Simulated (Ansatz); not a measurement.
# (NaI)2(PbTe)2 [001] superlattice, started as rocksalt type: phonons and vibrational spectra, part 2 of 2

Wanted: phonon frequencies of (NaI)2(PbTe)2 [001] superlattice, started as rocksalt type and what follows from them.

Ansatz 0.2.0; DFT LDA, scalar-relativistic, plane waves, PAW.

So far. Step 3 (Relaxing to small forces for the phonons): The largest force component left is 0.22 meV/Å and the pressure is 0.000 GPa, within the tolerances set. The cell now holds 32.11 Å³/atom. The relaxed cell has a = 4.489, c = 12.745 Å (conventional setting).

The structure was built from a prototype and need not be the compound's stable phase.

In doubt: the program warns that the response may not be converged on this k-mesh (step 4), which bears on the force constants and all frequencies.

### Step 4. Linear response at the zone centre

The zone centre is the only wavevector solved here; it holds the modes that light can see, as far as symmetry allows. The response to a homogeneous field gives the Born charges and the dielectric tensor, and its change with displacement the Raman tensors.

input.yaml

```yaml
crystal:
  lattice:
    - [3.1743499442, 3.1743499442, 0.0]
    - [-3.1743499442, 3.1743499442, 0.0]
    - [0.0, 0.0, 12.7446395629]
  atoms:
    - { symbol: I, position: [0.5, 0.5, 0.0038157996] }
    - { symbol: I, position: [0.0, 0.0, 0.2461842004] }
    - { symbol: Na, position: [0.0, 0.0, 0.0008485209] }
    - { symbol: Na, position: [0.5, 0.5, 0.2491514791] }
    - { symbol: Pb, position: [0.0, 0.0, 0.5115347169] }
    - { symbol: Pb, position: [0.5, 0.5, 0.7384652831] }
    - { symbol: Te, position: [0.5, 0.5, 0.4970237691] }
    - { symbol: Te, position: [0.0, 0.0, 0.7529762309] }
kpoints:
  mp_grid: { grid: [8, 8, 2] }
hamiltonian:
  xc: lda
scf:
  occupations: { method: fixed }
output:
  eigenvalues: true
phonons:
  method: dfpt
  dielectric: true
  rigid_motions: translations
  raman: true
```

Started as:

```
> ansatz run input.yaml --threads 4 --pin off --max-ram 14336MiB --backend cpu --events-out ev --progress --plain --runs-dir out
```

Numbers of over 12 decimals in the logs are rounded to 6 here.

What it wrote:

```text
[...]
Crystal: 8 atoms, lattice volume = 256.843 Å³
Basis set: ecut = 420 eV, 5051 PW (Γ), exchange–correlation on 64×64×192 points (8 copies of the dense FFT grid, shifted against one another)
Bands: 68, of which v1, the nominal top of the filled ones, is band 56 counted from 1 (55 counted from 0)
Symmetry: 16 space group operations
k-points: 42 of 128 (irreducible under 2 space group operations, time reversal used)
[...]
SCF iter   1: F=—  HF=-54510.366437 eV  |F-HF|=—  |Δ(HF+E_count)|=         —  Δρ=5.35e-3  dr2=6.76e-2  ethr=1.77e-3  ⟨swp⟩=5.3  Hψ=10061  notcnv=0  defer=408
[...]
SCF iter   9: F=-54510.343984 eV  HF=-54510.343984 eV  |F-HF|=1.46e-11  |Δ(HF+E_count)|=  1.75e-10  Δρ=1.33e-7  dr2=4.07e-11  ethr=1.00e-12  ⟨swp⟩=18.7  Hψ=24127  notcnv=0
SCF 1 converged in 9 iterations: F = -54510.343984 eV  dr2 = 4.07e-11
[...]
DFPT response loops at Γ: preconditioner auto → Resta (q_TF=auto, 2.376 Å⁻¹)  ε∞=6.9 (no band partly filled); β = 1.00, the filter's whole step (`scf.mixing.beta` (0.50) is not read by the response loops at its default; to damp them type it under 1.00, their step now; it binds the ground state too); Broyden in place of MSR1
── the response to a field inside a basis, on 14×14×6 k-points: an SCF that follows is theirs, and a resumed run solves both again ──
Bands: 57, of which v1, the nominal top of the filled ones, is band 56 counted from 1 (55 counted from 0)
k-points: 84
[...]
Eigensolver: Dense (84 Hₖ)
SCF iter   1: F=—  HF=-54510.157294 eV  |F-HF|=—  |Δ(HF+E_count)|=         —  Δρ=1.87e-4  dr2=6.71e-5  ethr=1.00e-1
[...]
SCF iter   7: F=-54510.157283 eV  HF=-54510.157283 eV  |F-HF|=2.91e-11  |Δ(HF+E_count)|=  2.91e-11  Δρ=7.94e-8  dr2=1.75e-11  ethr=1.00e-12
SCF 1 converged in 7 iterations: F = -54510.157283 eV  dr2 = 1.75e-11
[...]
WARN: field response: the Raman tensors and χ⁽²⁾ stand inside a basis, whose 14×14×6 points do not settle the susceptibility there: take them as unconverged, whatever they are read to err by, and compare with a denser kpoints.mp_grid
WARN: field response: inside a basis, on 14×14×6 points, no mesh in reach settles it: take ε∞, Z* and everything formed from them with what they may err, as stated (eps_inf_uncertainty, zstar_uncertainty_e), and compare with field_mesh: kpoints on a denser kpoints.mp_grid
WARN: field response: ε∞ stands inside a basis, on 14×14×6 points; the force constants stand on the 8×8×2 k-mesh, whose period is 8.23 times the interband length at k = (0.0000, -0.5000, -0.5000), direct gap 1.511 eV, under 14: take them and everything formed from them as unconverged, and compare with a denser kpoints.mp_grid
SCF converged after 9 iterations
Free energy (F): -54510.343984 eV
[...]
Internal energy: -54510.343984 eV  (E = F + TS)
E sigma→0 (E₀):  -54510.343984 eV
Fermi energy:    6.892369 eV
[...]
--- Band table (eV; the first three rows and the last of 42) ---
  k-point 0: bands = [... 52 lower, 4.8820, 5.4683, 5.4683, 5.8999, 9.5271, 9.5342, 10.3530, 10.4364, ... 8 higher]
  k-point 1: bands = [... 52 lower, 5.3252, 5.3252, 5.6542, 5.7554, 8.8792, 9.4369, 10.4403, 10.6577, ... 8 higher]
  k-point 2: bands = [... 52 lower, 4.9370, 5.5363, 5.7360, 5.8560, 9.4587, 9.8171, 10.5001, 10.6018, ... 8 higher]
  k-point 41: bands = [... 52 lower, 4.1970, 4.1970, 5.5546, 5.5546, 9.2308, 9.2308, 10.7358, 10.7358, ... 8 higher]
--- Phonons (Γ-DFPT): 8 representative perturbations + reference, on 42 of 128 k-points (Σ response iterations 30) ---
  k mesh reduced under 2 symmetry operations, with k and −k counted as one. Each operation leaves every solved perturbation unchanged. A smaller set is not considered because the run solves the response to a homogeneous field
  ASR residual: 1.641e-4 → 0.000e0 eV/Å²; symmetrization residual: 2.730e-5 eV/Å²
  ASR residual per site (eV/Å²): 8.73e-5 8.73e-5 1.64e-4 1.64e-4 2.01e-5 2.01e-5 4.47e-5 4.47e-5
  Γ frequencies (cm⁻¹): 0.00 0.00 0.00 21.28 21.28 30.14 30.14 30.80 30.80 46.57 58.12 58.12 61.15 77.60 77.60 84.57 98.19 114.66 117.29 117.29 119.69 119.69 136.69 144.99
  ε∞ (high-frequency dielectric tensor):
       17.443772    -0.000000     0.000000
       -0.000000    17.443772     0.000000
        0.000000     0.000000     6.354878
  ε⁰ (static dielectric tensor: ions relaxed, cell fixed):
       71.734548     0.000000    -0.000000
        0.000000    71.734548    -0.000000
       -0.000000    -0.000000    13.761255
  ε⁰ − ε∞ (ionic part):
       54.290776     0.000000    -0.000000
        0.000000    54.290776    -0.000000
       -0.000000    -0.000000     7.406376
  softest optical mode at Γ: 21.28 cm⁻¹; the repairs (sum rule, projections) moved no ω² at Γ by more than (3.11 cm⁻¹)²
  Born effective charges Z* (e; rows j = field, columns β = displacement):
    site 0:
        -1.22047   -0.00000   -0.00000
         0.00000   -1.22047    0.00000
         0.00000   -0.00000   -2.28424
    site 1:
        -1.22047   -0.00000    0.00000
         0.00000   -1.22047   -0.00000
         0.00000   -0.00000   -2.28424
    site 2:
         1.13920   -0.00000    0.00000
         0.00000    1.13920    0.00000
         0.00000   -0.00000    1.67601
    site 3:
         1.13920   -0.00000   -0.00000
         0.00000    1.13920   -0.00000
         0.00000   -0.00000    1.67601
    site 4:
         6.00525    0.00000    0.00000
        -0.00000    6.00525    0.00000
         0.00000   -0.00000    2.12337
    site 5:
         6.00525    0.00000    0.00000
        -0.00000    6.00525   -0.00000
        -0.00000    0.00000    2.12337
    site 6:
        -5.92397   -0.00000    0.00000
         0.00000   -5.92397   -0.00000
        -0.00000   -0.00000   -1.51514
    site 7:
        -5.92397   -0.00000    0.00000
         0.00000   -5.92397    0.00000
         0.00000   -0.00000   -1.51514
  Z* charge neutrality: 6.210e-2 e pre-enforcement
  solved inside a basis spanned on kpoints, on 14×14×6 k-points transformed towards the longest dipole, which do not settle them: ε∞ is read to err by 2.4e-1, Z* by 2.3e-1 e (field_mesh: kpoints solves on kpoints); Z* is corrected for what the basis lacks
  Raman tensors (in the event stream and the table raman_tensors.tsv): an entry may err by 4.9e2 Å², one of the second-order susceptibility by 2.0e-17 pm/V (basis, points and sum rule); their sum over the sites missed zero by 3.553e-15 Å² ahead of its enforcement
  optical modes at Γ without the LO–TO term, one row a degenerate level:
      ω (cm⁻¹)  modes    IR ((D/Å)²/amu)  static Raman (Å⁴/amu)  depolarisation
         21.28      2             0.1008                 0.0000               —
         30.14      2             0.0000                12.3758           0.750
         30.80      2             0.0000                 5.7924           0.750
         46.57      1             0.0000               869.4089           0.067
         58.12      2            42.0514                 0.0000               —
         61.15      1             1.6631                 0.0000               —
         77.60      2             0.0000                51.9372           0.750
         84.57      1             0.0000               357.6181           0.046
         98.19      1             0.0000               274.9281           0.004
        114.66      1             1.5420                 0.0000               —
        117.29      2             5.5825                 0.0000               —
        119.69      2             0.0000                 0.4751           0.750
        136.69      1             6.1640                 0.0000               —
        144.99      1             0.0000               637.1980           0.249
  optical modes at Γ + LO–TO along q̂ = [1.0000, 0.0000, 0.0000]:
      ω (cm⁻¹)  modes    IR ((D/Å)²/amu)  static Raman (Å⁴/amu)  depolarisation
         21.28      1             0.0504                 0.0000               —
         21.40      1             0.0025                 0.0000               —
         30.14      2             0.0000                12.3758           0.750
         30.80      2             0.0000                 5.7924           0.750
         46.57      1             0.0000               869.4089           0.067
         58.12      1            21.0257                 0.0000               —
         61.15      1             1.6631                 0.0000               —
         77.60      2             0.0000                51.9372           0.750
         84.57      1             0.0000               357.6181           0.046
         98.19      1             0.0000               274.9281           0.004
        102.47      1             6.5052                 0.0000               —
        114.66      1             1.5420                 0.0000               —
        117.29      1             2.7913                 0.0000               —
        119.69      2             0.0000                 0.4751           0.750
        134.13      1            17.3598                 0.0000               —
        136.69      1             6.1640                 0.0000               —
        144.99      1             0.0000               637.1980           0.249
  optical modes at Γ + LO–TO along q̂ = [0.0000, 1.0000, 0.0000]:
      ω (cm⁻¹)  modes    IR ((D/Å)²/amu)  static Raman (Å⁴/amu)  depolarisation
         21.28      1             0.0504                 0.0000               —
         21.40      1             0.0025                 0.0000               —
         30.14      2             0.0000                12.3758           0.750
         30.80      2             0.0000                 5.7924           0.750
         46.57      1             0.0000               869.4089           0.067
         58.12      1            21.0257                 0.0000               —
         61.15      1             1.6631                 0.0000               —
         77.60      2             0.0000                51.9372           0.750
         84.57      1             0.0000               357.6181           0.046
         98.19      1             0.0000               274.9281           0.004
        102.47      1             6.5052                 0.0000               —
        114.66      1             1.5420                 0.0000               —
        117.29      1             2.7913                 0.0000               —
        119.69      2             0.0000                 0.4751           0.750
        134.13      1            17.3598                 0.0000               —
        136.69      1             6.1640                 0.0000               —
        144.99      1             0.0000               637.1980           0.249
  optical modes at Γ + LO–TO along q̂ = [0.0000, 0.0000, 1.0000]:
      ω (cm⁻¹)  modes    IR ((D/Å)²/amu)  static Raman (Å⁴/amu)  depolarisation
         21.28      2             0.1008                 0.0000               —
         30.14      2             0.0000                12.3758           0.750
         30.80      2             0.0000                 5.7924           0.750
         46.57      1             0.0000               869.4089           0.067
         58.12      2            42.0514                 0.0000               —
         70.19      1             0.4740                 0.0000               —
         77.60      2             0.0000                51.9372           0.750
         84.57      1             0.0000               357.6181           0.046
         98.19      1             0.0000               274.9281           0.004
        117.29      2             5.5825                 0.0000               —
        118.14      1             0.2212                 0.0000               —
        119.69      2             0.0000                 0.4751           0.750
        144.99      1             0.0000               637.1980           0.249
        170.09      1             8.6739                 0.0000               —
```

Wall time 36 min (4 threads of Arm Neoverse V2, shared host); peak memory 4.4 GiB; 2.3 h of CPU time.

This step gave:

- sum-rule residual before enforcement: 1.64e-4 eV/Å²
- miss of the charge sum rule: 0.06210 e
- estimated error of the dielectric tensor: 0.2435
- estimated error of the Born charges: 0.2253 e
- point group: 4/mmm
- highest optical mode at the zone centre (no LO-TO term): 145.0 cm⁻¹
- lowest optical zone-centre mode: 21.28 cm⁻¹
- mean high-frequency dielectric constant: 13.75
- largest Born charge (third of the trace): 4.711 e
- mean static dielectric constant: 52.41
- top of the zone-centre spectrum with the field: 170.1 cm⁻¹

Without the LO-TO term. Patterns of degenerate modes are one choice out of their space. Modes at Γ, with each element's share of the kinetic energy:

```csv
mode,frequency (cm⁻¹),symmetry,I %,Na %,Pb %,Te %
1,0.0,acoustic,26,5,43,26
2,0.0,acoustic,26,5,43,26
3,0.0,acoustic,26,5,43,26
4,21.3,Eu,58,11,21,10
5,21.3,Eu,58,11,21,10
6,30.1,Eg,2,0,75,22
7,30.1,Eg,2,0,75,22
8,30.8,Eg,81,16,2,0
9,30.8,Eg,81,16,2,0
10,46.6,A1g,17,4,59,19
11,58.1,Eu,0,0,36,64
12,58.1,Eu,0,0,36,64
13,61.1,A2u,69,1,26,4
14,77.6,Eg,0,0,22,77
15,77.6,Eg,0,0,22,77
16,84.6,A1g,82,0,16,2
17,98.2,A1g,1,3,24,73
18,114.7,A2u,1,0,29,69
19,117.3,Eu,16,84,0,0
20,117.3,Eu,16,84,0,0
21,119.7,Eg,17,83,0,0
22,119.7,Eg,17,83,0,0
23,136.7,A2u,3,95,2,0
24,145.0,A1g,1,93,0,6
```

Displacements in mode 4 (21.3 cm⁻¹), the largest set to 1:
```
I1   0.99 -0.11  0.00
I2   0.99 -0.11  0.00
Na3  1.00 -0.11  0.00
Na4  1.00 -0.11  0.00
Pb5 -0.47  0.05  0.00
Pb6 -0.47  0.05  0.00
Te7 -0.40  0.04  0.00
Te8 -0.40  0.04  0.00
```

Displacements in mode 24 (145.0 cm⁻¹), the largest set to 1:
```
I1   0.00  0.00  0.04
I2   0.00  0.00 -0.04
Na3  0.00  0.00  1.00
Na4  0.00  0.00 -1.00
Pb5  0.00  0.00 -0.02
Pb6  0.00  0.00  0.02
Te7  0.00  0.00  0.11
Te8  0.00  0.00 -0.11
```

High-frequency dielectric tensor, which the program warns is not settled by the k meshes in reach. Tensor:

```csv
,x,y,z
x,17.44,0,0
y,0,17.44,0
z,0,0,6.355
```

Static dielectric tensor, which the program warns is not settled by the k meshes in reach. Tensor:

```csv
,x,y,z
x,71.73,0,0
y,0,71.73,0
z,0,0,13.76
```

Optical modes at the zone centre, without and with the macroscopic field of the longitudinal modes; each column is sorted by frequency, so a row need not hold one and the same mode. Modes with and without the field, by row:

```csv
rank among optical modes,no field (cm⁻¹),"q along (1, 0, 0) (cm⁻¹)","q along (0, 0, 1) (cm⁻¹)"
1,21.3,21.3,21.3
2,21.3,21.4,21.3
3,30.1,30.1,30.1
4,30.1,30.1,30.1
5,30.8,30.8,30.8
6,30.8,30.8,30.8
7,46.6,46.6,46.6
8,58.1,58.1,58.1
9,58.1,61.1,58.1
10,61.1,77.6,70.2
11,77.6,77.6,77.6
12,77.6,84.6,77.6
13,84.6,98.2,84.6
14,98.2,102.5,98.2
15,114.7,114.7,117.3
16,117.3,117.3,117.3
17,117.3,119.7,118.1
18,119.7,119.7,119.7
19,119.7,134.1,119.7
20,136.7,136.7,145
21,145,145,170.1
```

Born charge (rows field, columns displacement) (e), principal values of the symmetric part by kind of site:

```csv
atom,atoms with these values,low,middle,high,mean
I1,2,-2.28,-1.22,-1.22,-1.58
Na3,2,1.14,1.14,1.68,1.32
Pb5,2,2.12,6.01,6.01,4.71
Te7,2,-5.92,-5.92,-1.52,-4.45
```

In full for I1:

```
-1.22  0.00  0.00
 0.00 -1.22  0.00
 0.00  0.00 -2.28
```

Transverse modes. Lines of the infrared spectrum (strongest = 100):

```csv
position (cm⁻¹),relative intensity
21,0.2
30,0.0
31,0.0
47,0.0
58,100
61,4.0
78,0.0
85,0.0
98,0.0
115,3.7
117,13
120,0.0
137,15
145,0.0
```

Activity x (w_L - w)^4 (n + 1)/w, 532 nm, 300 K; the log calls the Raman tensors unconverged in the k mesh, so the heights are rough; the tensors are static ones, while 532 nm light lies above the computed direct gap, where resonance would change the heights; modes without the macroscopic field alone. Raman lines, with heights relative to the strongest:

```csv
position (cm⁻¹),relative intensity
21,0.0
30,3.3
31,1.5
47,100
58,0.0
61,0.0
78,2.3
85,14
98,7.9
115,0.0
117,0.0
120,0.0
137,0.0
145,9.2
```

Before it was imposed, the acoustic sum rule was missed by 1.6e-4 eV/Å² and the charge sum rule by 0.062 e. The charge miss is large and points to the mesh or the basis. The lowest optical mode is real, 21.3 cm⁻¹.

The log warns of the k mesh: “the force constants stand on the 8×8×2 k-mesh, whose period is 8.23 times the interband length at k = (0.0000, -0.5000, -0.5000), direct gap 1.511 eV, under 14: take them and everything formed from them as unconverged”.

### Step 5. Isotope substitution, element Pb, natural mass 207.2 amu

An isotope changes the mass and not the force constants, so no new electronic calculation is needed; the shifts show which modes move this element.

The same force constants with the mass of Pb changed from 207.200 to 203.973 u (phonopy, no LO-TO term). Both lists are sorted by frequency; levels can cross, so a row need not hold one and the same mode. Modes under 3 cm⁻¹ are left out. Isotope shifts, by row:

```csv
q,rank,natural mass (cm⁻¹),changed mass (cm⁻¹)
0 0 0,4,21.28,21.32
0 0 0,5,21.28,21.32
0 0 0,6,30.14,30.32
0 0 0,7,30.14,30.32
0 0 0,8,30.8,30.81
0 0 0,9,30.8,30.81
0 0 0,10,46.57,46.79
0 0 0,11,58.12,58.29
0 0 0,12,58.12,58.29
0 0 0,13,61.15,61.28
0 0 0,14,77.6,77.74
0 0 0,15,77.6,77.74
0 0 0,16,84.57,84.68
0 0 0,17,98.19,98.37
0 0 0,18,114.7,114.9
0 0 0,19,117.3,117.3
0 0 0,20,117.3,117.3
0 0 0,21,119.7,119.7
0 0 0,22,119.7,119.7
0 0 0,23,136.7,136.7
0 0 0,24,145,145
```

A mode of this element alone would shift by +0.79 %. The highest zone-centre frequency without the field goes from 145.0 to 145.0 cm⁻¹ (+0.0 %). The product of the frequency ratios over all optical modes at Γ is 1.039; the product rule, (m/m′)^(3k/2) (M′/M)^(3/2) with k = 2 such atoms and M the mass of the cell, gives 1.038.

### Step 6. Isotope substitution, element Te, natural mass 127.6 amu

The same for Te, from 127.60 to 129.91 u.

A mode of this element alone would shift by -0.89 %. The highest zone-centre frequency without the field goes from 145.0 to 144.9 cm⁻¹ (-0.1 %). The product of the frequency ratios over all optical modes at Γ is 0.955; the product rule, (m/m′)^(3k/2) (M′/M)^(3/2) with k = 2 such atoms and M the mass of the cell, gives 0.954.

### Step 7. Summary of results

* space group after relaxation (within 0.01 Å): P4/nmm
* volume per atom: 32.1 Å³
* gap on the k-mesh: 1.27 eV
* highest optical mode at the zone centre (no LO-TO term): 145 cm⁻¹
* top of the zone-centre spectrum with the field: 170 cm⁻¹
* lowest optical zone-centre mode: 21.3 cm⁻¹
* mean high-frequency dielectric constant: 13.7
* mean static dielectric constant: 52.4
* largest Born charge (third of the trace): 4.71 e
* imaginary modes at Γ (the only wavevector solved): none

In words: The structure is stable against zone-centre distortions, since no mode there is imaginary; other wavevectors were not solved, so zone-boundary instabilities are untested. Without the field, the optical modes at Γ span 21 to 145 cm⁻¹. No dispersion was computed. The highest mode in this list at Γ, 145.0 cm⁻¹, is mostly motion of Na (93 % of the kinetic energy). With the macroscopic field of the longitudinal modes the top of the zone-centre spectrum lies at 170 cm⁻¹, against 145 cm⁻¹ without it. Lattice motion raises the mean dielectric constant from 13.75 to 52.41. The strongest infrared line is at 58 cm⁻¹. Averaged over orientations, the strongest Raman line at 532 nm and 300 K is at 47 cm⁻¹. The tensors are the static, non-resonant ones, while 532 nm light (2.33 eV) lies above the computed gap. With the field response the log warns that the k mesh is coarse for the force constants too, so the frequencies may not be converged. In this run the field response is not settled by the k meshes in reach, so its dielectric tensor, Born charges and longitudinal modes are rough. The program warns that the Raman tensors are not converged in the k mesh, so the intensities are rough. Spin-orbit coupling is left out, which can matter for the heavy elements here. The starting cell was built on a prototype and not taken from a measurement, so the phase need not exist. These are harmonic frequencies at zero temperature: anharmonic shifts, linewidths and thermal expansion are left out.

[Logs are printed without paths, hosts, clocks, repeated set-up lines and the standing remarks that a program may print on its own settings, such as how far it seeks lower states.]

[Hosts, paths, dates, database ids (printed as entryN), source tags and the programs' standing remarks are cut or masked in the printed files.]
